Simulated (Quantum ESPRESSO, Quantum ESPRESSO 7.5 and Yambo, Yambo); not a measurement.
## NbInO4 (P2/c): G0W0 on several meshes in Yambo

Aim: the GW shift of NbInO4 (P2/c) against the k mesh.

Method: LDA and many-body steps on it, plane waves, in Quantum ESPRESSO 7.5 and Yambo 5.3.0.

Report form: the programs' logs are mostly left out.

## (1) The structure

The structure is monoclinic, space group P2/c (No. 13). Conventional cell: a = 4.835 Å, b = 5.771 Å, c = 5.144 Å, α = 90.00°, β = 91.13°, γ = 90.00°. Nearest to Nb lie 6 O at 1.88 to 2.13 Å. Nearest to In lie 6 O at 2.11 to 2.23 Å. O has 1 Nb at 1.88 Å and 2 In at 2.14 to 2.23 Å nearest. Nearest to O lie 2 Nb at 1.97 to 2.13 Å and 1 In at 2.11 Å. Farther neighbours and most contacts between anions are not listed.

Coordinates:

```cif
data_structure
_symmetry_space_group_name_H-M 'P2/c'
_symmetry_Int_Tables_number 13
_cell_length_a 4.8355
_cell_length_b 5.7709
_cell_length_c 5.1440
_cell_angle_alpha 90.000
_cell_angle_beta 91.130
_cell_angle_gamma 90.000
_cell_volume 143.52
loop_
_atom_site_label
_atom_site_type_symbol
_atom_site_symmetry_multiplicity
_atom_site_Wyckoff_symbol
_atom_site_fract_x
_atom_site_fract_y
_atom_site_fract_z
_atom_site_occupancy
Nb1 Nb 2 e 0.00000 0.17474 0.25000 1
In1 In 2 f 0.50000 0.67878 0.25000 1
O1 O 4 g 0.26112 0.62117 0.90081 1
O2 O 4 g 0.21279 0.89587 0.43605 1
```

Geometry: measured (diffraction); atoms relaxed with LDA. The runs that relaxed it are not among those shown.

## (2) Empty states on the mesh, 2×1×1 mesh, 128 bands

This step: Quantum ESPRESSO 7.5; DFT, LDA, plane waves, norm-conserving pseudopotentials.

The sums over transitions need many empty states on a uniform mesh; this step solves for them.

File pw.in:

```
&control
  calculation = 'nscf'
  prefix = 'x'
  outdir = 'o'
  pseudo_dir = 'pseudo'
/
&system
  ibrav = 0
  nat = 12
  ntyp = 3
  ecutwfc = 80.0
  nbnd = 128
  force_symmorphic = .true.
/
&electrons
  conv_thr = 1e-9
  electron_maxstep = 80
  diago_full_acc = .true.
  diago_thr_init = 5e-6
/
ATOMIC_SPECIES
  Nb 92.906 Nb.upf
  In 114.82 In.upf
  O 15.999 O.upf
CELL_PARAMETERS angstrom
  4.8355000000 -0.0000000000 -0.0000000000
  -0.0000000000 5.7709000000 0.0000000000
  -0.1014445258 0.0000000000 5.1429996119
ATOMIC_POSITIONS crystal
  Nb 0.0000000000 0.1747437822 0.2500000000
  Nb 0.0000000000 0.8252562178 0.7500000000
  In 0.5000000000 0.6787797421 0.2500000000
  In 0.5000000000 0.3212202579 0.7500000000
  O 0.2611183778 0.6211746237 0.9008055843
  O 0.7388816566 0.6211746237 0.5991944291
  O 0.7388816566 0.3788253763 0.0991944291
  O 0.2611183778 0.3788253763 0.4008055843
  O 0.2127900770 0.8958676640 0.4360458970
  O 0.7872099575 0.8958676640 0.0639541164
  O 0.7872099575 0.1041323360 0.5639541164
  O 0.2127900770 0.1041323360 0.9360458970
K_POINTS automatic
  2 1 1 0 0 0
```

Run with:

```
> OMP_NUM_THREADS=1 mpirun -n 8 pw.x -nk 4 -in pw.in > pw.out
```

It took 7.4 s on 8 MPI ranks of Arm Neoverse V2, shared host; peak memory 0.75 GiB.

Numbers from this step:

```
gap                                                           : 3.608 eV
k of the valence top                                          : -0.5, 0, 0
k of the conduction bottom                                    : 0, 0, 0
least direct gap                                              : 3.659 eV
k points computed                                             : 2
lowest point of the top converged band, above the valence top : 32.17 eV
```

On this mesh the gap is 3.608 eV.

The density comes from a self-consistent run that is not shown.

## (3) Conversion and set-up

This step: Yambo 5.3.0; conversion and set-up on LDA, plane waves, norm-conserving pseudopotentials.

The states are converted to the many-body program's format and the q mesh is built.

Run with:

```
> (cd o/x.save; p2y > p2y.log; mv SAVE ../..); yambo > setup.log
```

The job ended after 2.4 s (1 MPI rank; peak memory 0.24 GiB).

## (4) 2×1×1

Now the one-shot GW correction: screening in the RPA, then the self-energy of the levels asked for.

This step: G0W0 on LDA, plane waves, norm-conserving pseudopotentials.

File gw13.in:

```
HF_and_locXC
gw0
dyson
ppa
em1d
rim_cut
RandQpts= 1000000
RandGvec= 1 RL
EXXRLvcs= 80 Ry
VXCRLvcs= 320 Ry
Chimod= "HARTREE"
% BndsRnXp
 1 | 128 |
%
NGsBlkXp= 6.5 Ry
% LongDrXp
 1 | 1 | 1 |
%
% GbndRnge
 1 | 128 |
%
DysSolver= "n"
ExtendOut
PPAPntXp= 27.21138 eV
% QPkrange
 2 | 2 | 57 | 60 |
 1 | 1 | 57 | 60 |
%
```

Run with:

```
> OMP_NUM_THREADS=2 mpirun -n 4 yambo -F gw13.in -J gw13 -C gw13 > gw13.log
```

Run time: 6.1 s. Hardware: 4 MPI ranks; peak memory 1.4 GiB.

Numbers from this step:

```yaml
g0w0_gap_on_the_points_computed: 5.605 eV
starting_gap_on_the_mesh: 3.608 eV
k_of_the_valence_top: -0.5, 0, 0
k_of_the_conduction_bottom: 0, 0, 0
least_direct_g0w0_gap_on_the_computed_points: 5.648 eV
z_at_the_valence_top: 0.7710
z_at_the_conduction_bottom: 0.8126
```

The gap on the mesh goes from 3.61 eV to 5.60 eV, a correction of +2.00 eV.

## (5) Empty states on the mesh, 2×2×2 mesh, 128 bands

This step: Quantum ESPRESSO 7.5; DFT, LDA, plane waves, norm-conserving pseudopotentials.

pw.in, as its differences from that of step 2:

```diff
@@ -42,2 +42,2 @@
 K_POINTS automatic
-  2 1 1 0 0 0
+  2 2 2 0 0 0
```

Run with:

```
> OMP_NUM_THREADS=1 mpirun -n 8 pw.x -nk 4 -in pw.in > pw.out
```

Wall time 13 s (8 MPI ranks); peak memory 1.1 GiB; 1.7 min of CPU time.

Numbers from this step:

```yaml
gap: 3.396 eV
k_of_the_valence_top: -0.5, 0, 0
k_of_the_conduction_bottom: 0, -0.5, 0
least_direct_gap: 3.436 eV
k_points_computed: 8
lowest_point_of_the_top_converged_band_above_the_valence_top: 31.65 eV
```

On this mesh the gap is 3.396 eV.

## (6) Conversion and set-up

This step: Yambo 5.3.0; conversion and set-up on LDA, plane waves, norm-conserving pseudopotentials.

Run with:

```
> (cd o/x.save; p2y > p2y.log; mv SAVE ../..); yambo > setup.log
```

It took 3 s on 1 MPI rank; peak memory 0.25 GiB.

## (7) 2×2×2

This step: G0W0 on LDA, plane waves, norm-conserving pseudopotentials.

gw14.in, as its differences from gw13.in of step 4:

```diff
@@ -25,3 +25,4 @@
 % QPkrange
- 2 | 2 | 57 | 60 |
+ 5 | 5 | 57 | 60 |
+ 3 | 3 | 57 | 60 |
  1 | 1 | 57 | 60 |
```

Run with:

```
> OMP_NUM_THREADS=2 mpirun -n 4 yambo -F gw14.in -J gw14 -C gw14 > gw14.log
```

Elapsed: 31 s, on 4 MPI ranks; peak memory 4.1 GiB.

Numbers from this step:

```yaml
g0w0_gap_on_the_points_computed: 5.379 eV
starting_gap_on_the_mesh: 3.396 eV
k_of_the_valence_top: 0, -0.5, 0
k_of_the_conduction_bottom: 0, -0.5, 0
least_direct_g0w0_gap_on_the_computed_points: 5.379 eV
z_at_the_valence_top: 0.7785
z_at_the_conduction_bottom: 0.8209
```

Against G0W0 in Yambo (2×1×1 mesh, 128 bands, screening to 88.4 eV, Godby-Needs plasmon pole), the gap moves by −0.226 eV.

## (8) The runs together

Times are wall times on 4 MPI ranks of Arm Neoverse V2, shared host, good to a factor of about two.

| run | mesh | bands | screening cutoff (eV) | DFT gap (eV) | gap on the mesh (eV) | direct (eV) | time |
| --- | --- | --- | --- | --- | --- | --- | --- |
| 2×1×1 | 2×1×1 | 128 | 88.4 | 3.608 | 5.605 | 5.648 | 6.1 s |
| 2×2×2 | 2×2×2 | 128 | 88.4 | 3.396 | 5.379 | 5.379 | 31 s |

## (9) Results

```json
{
  "2×1×1": "5.605 eV",
  "2×2×2": "5.379 eV",
  "known limits": "not at the basis limit; no spin-orbit coupling; coarse k mesh"
}
```

In words: 2×2×2: −0.226 eV against 2×1×1, −0.212 eV of it in the start. Bands and cutoff are finite, so the gap is not at the basis limit. The miss can reach some tenths of an eV and take either sign; the mesh is an error of its own. A denser mesh or path gives a starting gap of 3.27 eV: the GW mesh misses a band edge, so its gaps are not the fundamental one. The 2×1×1 mesh is coarse for this cell, which bears on the long-range parts of exchange and screening. The many-body steps are scalar-relativistic: spin-orbit coupling is not in them.

[Paths, hosts, dates, memory and timing lines, banners, echoed tables and standing remarks are left out of the program output.]

[Logs are printed without paths, hosts, clocks, repeated set-up lines and the standing remarks that a program may print on its own settings, such as how far it seeks lower states.]

[Runs of the session that timed out or met a known fault of the program may be left out.]

[Hosts, paths, dates, database ids (printed as entryN), source tags and the programs' standing remarks are cut or masked in the printed files.]
